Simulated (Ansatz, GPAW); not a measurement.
# Work function of a 11-layer slab of Rh(110) at several levels, part 3 of 3

How far do functional and basis move the work function of a 11-layer slab of Rh(110)?

GPAW 26.7.0 and Ansatz 0.2.0; Ansatz plane waves; slab in vacuum with a dipole correction, relaxation (the session's first sound run).

So far, upper work function (eV): step 2 (relaxation, PBE) 4.58; step 4 (OptPBE vdW: xc = "optPBE-vdW", GPAW, PAW setups, GPAW) 4.76; step 5 (self-consistent run: xc = "LDA") 4.94; step 6 (self-consistent run: xc = "revPBE") 4.41; step 8 (self-consistent run: xc = "vdW-DF2", GPAW, PAW setups, GPAW) 4.97.

**11. A second plane-wave code**

A second program with its own datasets checks the number independently.

This step: Ansatz plane waves; slab in vacuum with a dipole correction (Ansatz 0.2.0).

The input, input.yaml:

```yaml
crystal:
  lattice:
    - [3.8, 0.0, 0.0]
    - [0.0, 2.6870057685, 0.0]
    - [0.0, 0.0, 31.4350288425]
  atoms:
    - { symbol: Rh, position: [0.0, 0.0, 0.2863048113] }
    - { symbol: Rh, position: [0.5, 0.5, 0.329043849] }
    - { symbol: Rh, position: [0.0, 0.0, 0.3717828868] }
    - { symbol: Rh, position: [0.5, 0.5, 0.4145219245] }
    - { symbol: Rh, position: [0.0, 0.0, 0.4572609623] }
    - { symbol: Rh, position: [0.5, 0.5, 0.5008232307] }
    - { symbol: Rh, position: [0.0, 0.0, 0.544676691] }
    - { symbol: Rh, position: [0.5, 0.5, 0.5868335587] }
    - { symbol: Rh, position: [0.0, 0.0, 0.6306846971] }
    - { symbol: Rh, position: [0.5, 0.5, 0.6750532157] }
    - { symbol: Rh, position: [0.0, 0.0, 0.7139617629] }
kpoints:
  mp_grid: { grid: [8, 12, 1] }
hamiltonian:
  xc: pbe
scf:
  occupations: { method: fermi_dirac, width: 0.1 }
efield:
  axis: 3
  dipole_correction: true
  ramp_width: 0.05
output:
  forces: true
  write_potential: true
  write_density: true
  volumetric_format: npy
```

On the command line:

```sh
> ansatz run input.yaml --threads 4 --pin off --max-ram 8192MiB --backend cpu --events-out ev --progress --plain --runs-dir out
```

Numbers of over 12 decimals in the logs are rounded to 6 here.

The log of the run:

```text
[...]
Crystal: 11 atoms, lattice volume = 320.971 Å³
Basis set: ecut = 420 eV, 6325 PW (Γ), exchange–correlation on 54×36×432 points (8 copies of the dense FFT grid, shifted against one another)
Bands: 113, of which v1, the nominal top of the filled ones, is band 94 counted from 1 (93 counted from 0)
Symmetry: 4 space group operations
[...]
k-points: 35 of 96
[...]
SCF iter   1: F=—  HF=-70428.910013 eV  |F-HF|=—  |Δ(HF+E_count)|=         —  Δρ=8.57e-3  dr2=3.04e0  ethr=1.77e-3  p=-0.001 e·Å  D=-6.41e-4 V/Å  ΔV_dip=0.02 eV  dr2_dipole=3.64e-1  V_vac-E_F(+/−)=4.41/4.39 eV  ⟨swp⟩=7.7  Hψ=17199  notcnv=0  defer=30
[...]
SCF iter   8: F=-70428.891582 eV  HF=-70428.891582 eV  |F-HF|=1.27e-7  |Δ(HF+E_count)|=   7.00e-7  Δρ=3.36e-6  dr2=6.43e-8  ethr=5.35e-11  p=0.002 e·Å  D=1.02e-3 V/Å  ΔV_dip=-0.03 eV  dr2_dipole=8.78e-9  V_vac-E_F(+/−)=4.58/4.61 eV  ⟨swp⟩=20.3  Hψ=33773  notcnv=0
SCF 1 converged in 8 iterations: F = -70428.891582 eV  dr2 = 6.43e-8
[...]
SCF converged after 8 iterations
Free energy (F): -70428.891582 eV
[...]
Internal energy: -70428.321719 eV  (E = F + TS)
E sigma→0 (E₀):  -70428.606651 eV
Entropy (-TS):   -0.569863 eV (-51.806 meV/atom)
Fermi energy:    8.112383 eV
Dipole field:    D = 0.000918 V/Å  (p = 0.001629 e·Å, saw-weighted, corrected)
Work function:   Φ+ = 4.5810 eV   Φ− = 4.6098 eV
[...]
--- Forces (eV/Å), atoms counted from 1 ---
  atom   1  Rh     0.00000000     0.00000000     0.71452050
  atom   2  Rh     0.00000000     0.00000000    -0.74592103
  atom   3  Rh     0.00000000     0.00000000    -0.36888811
  atom   4  Rh     0.00000000     0.00000000     0.38951035
  atom   5  Rh     0.00000000     0.00000000     0.01203757
  atom   6  Rh     0.00000000     0.00000000     0.00482563
  atom   7  Rh     0.00000000     0.00000000    -0.00488529
  atom   8  Rh     0.00000000     0.00000000     0.00022632
  atom   9  Rh     0.00000000     0.00000000     0.00087202
  atom  10  Rh     0.00000000     0.00000000    -0.00047712
  atom  11  Rh     0.00000000     0.00000000    -0.00173941
  max |Σ_I F_I| component: 8.14e-5 eV/Å
--- Band table (eV; the first three rows and the last of 35) ---
  k-point 0: bands = [... 90 lower, 7.3608, 7.4301, 7.7514, 7.7616, 7.7851, 7.8796, 8.3187, 8.3306, ... 15 higher]
  k-point 1: bands = [... 90 lower, 7.3939, 7.4390, 7.5446, 7.6565, 7.9394, 7.9949, 8.1601, 8.2914, ... 15 higher]
  k-point 2: bands = [... 90 lower, 7.4581, 7.5680, 7.5893, 7.6423, 7.8579, 7.9279, 7.9694, 8.1435, ... 15 higher]
  k-point 34: bands = [... 90 lower, 8.6047, 8.6088, 8.7023, 8.7036, 8.7240, 8.7329, 8.7511, 8.9423, ... 15 higher]
```

Run time: 94 s. Hardware: 4 threads of Arm Neoverse N1, shared host; peak memory 1.5 GiB.

The column dr2 measures how far the density is from self-consistency, as an energy; F and HF (Harris–Foulkes) agree once it is small.

Numbers from this step:

```yaml
upper_work_function: 4.581 eV
lower_work_function: 4.610 eV
dipole_along_the_normal: 0.001629 e·Å
dipole_field: 9.18e-4 V/Å
vacuum_level_below: 12.72 eV
```

The electrostatic potential energy of an electron (with the applied field's), less the Fermi level, planar mean oscillates, so the rows of the table below give means over windows of 1.31 Å about each position, cut where the curve ends. Its maxima inside the range that stand out by 2 % of the span (Å: eV): 9.6: -10.3, 11.1: -10.7, 12.4: -10.7, 13.7: -10.7, 15.0: -10.2, 16.4: -9.90, 17.8: -11.1, 19.1: -10.1, 20.5: -9.53, 21.8: -13.1. Its minima: 9.0: -14.8, 10.3: -15.6, 11.6: -15.6, 13.1: -15.5, 14.4: -15.5, 15.7: -15.5, 17.2: -15.6, 18.5: -15.5, 19.8: -15.4, 21.2: -15.8, 22.4: -15.2.

The electrostatic potential energy of an electron (with the applied field's), less the Fermi level, planar mean by z; means over each step:

| z (Å) | electrostatic potential energy of an electron (with the applied field's), less the Fermi level, planar mean (eV) |
| --- | --- |
| 0.66 | 4.61 |
| 1.97 | 4.61 |
| 3.28 | 4.61 |
| 4.58 | 4.61 |
| 5.90 | 4.59 |
| 7.21 | 4.09 |
| 8.52 | -6.90 |
| 9.82 | -12.8 |
| 11.13 | -13.2 |
| 12.45 | -13.2 |
| 13.76 | -13.1 |
| 15.06 | -12.8 |
| 16.38 | -12.7 |
| 17.69 | -13.4 |
| 19.00 | -12.7 |
| 20.31 | -12.5 |
| 21.62 | -14.4 |
| 22.93 | -7.13 |
| 24.24 | 4.05 |
| 25.55 | 4.56 |
| 26.86 | 4.58 |
| 28.17 | 4.58 |
| 29.48 | 4.58 |
| 30.79 | 4.58 |

The valence density, planar mean oscillates, so the rows of the table below give means over windows of 1 Å about each position, cut where the curve ends. Its maxima inside the range that stand out by 2 % of the span (Å: e/Å³): 9.0: 1.58, 10.3: 1.64, 11.6: 1.63, 13.1: 1.62, 14.4: 1.63, 15.7: 1.63, 17.2: 1.63, 18.5: 1.63, 19.8: 1.62, 21.2: 1.65, 22.4: 1.60. Its minima: 9.6: 0.850, 11.1: 0.835, 12.4: 0.823, 13.7: 0.826, 15.0: 0.807, 16.4: 0.772, 17.8: 0.856, 19.1: 0.794, 20.5: 0.750, 21.8: 1.03.

Valence density, planar mean against z; means over each step:

| z (Å) | valence density, planar mean (e/Å³) |
| --- | --- |
| 5 | 6.0e-5 |
| 6 | 7.4e-4 |
| 7 | 0.00972 |
| 8 | 0.214 |
| 9 | 1.29 |
| 10 | 1.23 |
| 11 | 1.12 |
| 12 | 1.25 |
| 13 | 1.36 |
| 14 | 1.22 |
| 15 | 1.10 |
| 16 | 1.26 |
| 17 | 1.33 |
| 18 | 1.20 |
| 19 | 1.10 |
| 20 | 1.30 |
| 21 | 1.29 |
| 22 | 1.30 |
| 23 | 0.728 |
| 24 | 0.0336 |
| 25 | 0.00224 |
| 26 | 1.7e-4 |
| 27 | 1.4e-5 |

Force by atom:

| atom | x (eV/Å) | y (eV/Å) | z (eV/Å) | size |
| --- | --- | --- | --- | --- |
| Rh1 | 0.000 | 0.000 | 0.715 | 0.715 |
| Rh2 | 0.000 | 0.000 | -0.746 | 0.746 |
| Rh3 | 0.000 | 0.000 | -0.369 | 0.369 |
| Rh4 | 0.000 | 0.000 | 0.390 | 0.390 |
| Rh5 | 0.000 | 0.000 | 0.012 | 0.012 |
| Rh6 | 0.000 | 0.000 | 0.005 | 0.005 |
| Rh7 | 0.000 | 0.000 | -0.005 | 0.005 |
| Rh8 | 0.000 | 0.000 | 0.000 | 0.000 |
| Rh9 | 0.000 | 0.000 | 0.001 | 0.001 |
| Rh10 | 0.000 | 0.000 | 0.000 | 0.000 |
| Rh11 | 0.000 | 0.000 | -0.002 | 0.002 |

The upper face's work function is 4.581 eV, against 4.562 eV in the first plane-wave PBE run at this geometry.

**12. Side by side**

Results and costs are gathered.

This step: comparison of work functions, dipole and cost (GPAW 26.7.0).

Ladder, by row:

| step | code | work function, upper (eV) | work function, lower (eV) | dipole (e Å) | wall time (s) | peak memory (GiB) | threads |
| --- | --- | --- | --- | --- | --- | --- | --- |
| pw | GPAW | 4.562 | 4.596 | 0.00187 | 5603 | 0.71 | 1 |
| optPBE-vdW | GPAW | 4.763 | 4.798 | 0.001949 | 4800 | 0.89 | 1 |
| LDA | GPAW | 4.941 | 4.976 | 0.001903 | 6384 | 0.71 | 1 |
| revPBE | GPAW | 4.408 | 4.44 | 0.001772 | 7253 | 0.71 | 1 |
| vdW-DF2 | GPAW | 4.966 | 5.007 | 0.002289 | 5241 | 0.89 | 1 |
| ansatz | Ansatz | 4.581 | 4.61 | 0.001629 | 93.93 | 1.477 | 4 |

**13. A changed run**

One more run, with changed settings.

This step: GPAW, PAW setups; slab in vacuum (GPAW 26.7.0).

The input, run.py:

```python
import json
import numpy as np
from ase import Atoms
from gpaw import GPAW, PW

slab = Atoms(
    ['Rh', 'Rh', 'Rh', 'Rh', 'Rh', 'Rh', 'Rh', 'Rh', 'Rh', 'Rh', 'Rh'],
    positions=[
        [0.00000, 0.00000, 9.00000],
        [1.90000, 1.34350, 10.34350],
        [0.00000, 0.00000, 11.68701],
        [1.90000, 1.34350, 13.03051],
        [0.00000, 0.00000, 14.37401],
        [1.90000, 1.34350, 15.74339],
        [0.00000, 0.00000, 17.12193],
        [1.90000, 1.34350, 18.44713],
        [0.00000, 0.00000, 19.82559],
        [1.90000, 1.34350, 21.22032],
        [0.00000, 0.00000, 22.44341]],
    cell=[[3.8, 0.0, 0.0], [0.0, 2.68701, 0.0], [0.0, 0.0, 31.43503]],
    pbc=[True, True, False])

slab.calc = GPAW(mode=PW(400), xc='PBE', kpts={'size': (8, 12, 1), 'gamma': True},
                 occupations={'name': 'fermi-dirac', 'width': 0.1}, nbands='160%',
                 convergence={'density': 1e-05}, maxiter=100,
                 poissonsolver={'dipolelayer': 'xy'},
                 symmetry={'tolerance': 1e-3}, txt='slab.txt')
result = {}
energy = slab.get_potential_energy()
fermi = slab.calc.get_fermi_level()
v = slab.calc.get_electrostatic_potential().mean((0, 1)) - fermi
n = slab.calc.get_pseudo_density().mean((0, 1))
L = slab.cell[2, 2]
z = np.arange(len(v)) * L / len(v)
low, high = slab.positions[:, 2].min(), slab.positions[:, 2].max()
below, above = np.interp([low - 1.0, high + 1.0], z, v)
slopes = [np.interp(x, z, np.gradient(v, z)) for x in (low - 1.0, high + 1.0)]
eps = np.array([[slab.calc.get_eigenvalues(k, s) for k in range(len(slab.calc.get_ibz_k_points()))]
                for s in range(slab.calc.get_number_of_spins())]) - fermi
top, bottom = eps[eps < 0].max(), eps[eps > 0].min()
dipole = slab.get_dipole_moment()[2]
print(f'energy {energy:.4f} eV, Fermi level {fermi:.4f} eV, dipole {dipole:.5f} e A')
print(f'potential 1.0 A off the faces, from the Fermi level: lower {below:.4f} eV, upper {above:.4f} eV')
print(f'slope of the potential there: lower {slopes[0]:.5f}, upper {slopes[1]:.5f} eV/A')
print(f'nearest levels on the mesh: {top:.4f} and {bottom:.4f} eV')
print('magnetic moment', round(slab.get_magnetic_moment(), 3))
result.update(energy=energy, fermi=fermi, dipole=dipole, below=below, above=above, slopes=slopes, edges=[top, bottom],
              z=z.tolist(), v=v.tolist(), n=n.tolist(), positions=slab.positions.tolist(),
              forces=slab.get_forces(apply_constraint=False).tolist(), moments=slab.get_magnetic_moments().tolist())
json.dump(result, open('result.json', 'w'))
```

On the command line:

```sh
> OMP_NUM_THREADS=1 OPENBLAS_NUM_THREADS=1 python run.py
```

The log of the run:

```text
energy -76.9748 eV, Fermi level 3.1424 eV, dipole 0.00187 e A
potential 1.0 A off the faces, from the Fermi level: lower 1.9001 eV, upper 1.8679 eV
slope of the potential there: lower -7.43234, upper 7.48322 eV/A
nearest levels on the mesh: -0.0016 and 0.0079 eV
magnetic moment 0.0
```

Wall time 1.6 h (1 thread); peak memory 0.71 GiB.

The run finished. A setting was moved off its sound value on purpose, so it serves as a test and not as the result.

The fault put into the input: the potential probed 1 A off the face (probe = 1.0).

**14. Outcome**

```json
{
 "work function, upper and lower face": "4.562 and 4.596 eV",
 "dipole along the normal": "0.00187 e Å"
}
```

What this shows: With plane waves and PBE the work function is 4.56 eV on the upper face and 4.60 eV on the lower. The measured value for this face is 4.86 eV (as compiled in "Anisotropic work function of elemental crystals", 2019, arxiv:1902.07811); the relaxed upper face lies 0.30 eV under it with PBE, and LDA comes nearest (4.94 eV). Measured work functions scatter by a tenth of an eV or more between methods. Over the sound runs of the table the upper face's work function spans 4.408 (revPBE) to 4.966 eV (vdW-DF2). The two plane-wave codes differ by 0.019 eV on the upper face. The small printed dipole stands for a step of -33 meV from the lower to the upper face, and the probes find -34 meV; values this small are near the numerical noise of both. The in-plane lattice was kept as typed, which isn't the functional's own and leaves some strain; spin-orbit coupling and temperature are left out.

[Logs are printed without paths, hosts, clocks, repeated set-up lines and the standing remarks that a program may print on its own settings, such as how far it seeks lower states.]

[Hosts, paths, dates, database ids (printed as entryN), source tags and the programs' standing remarks are cut or masked in the printed files.]
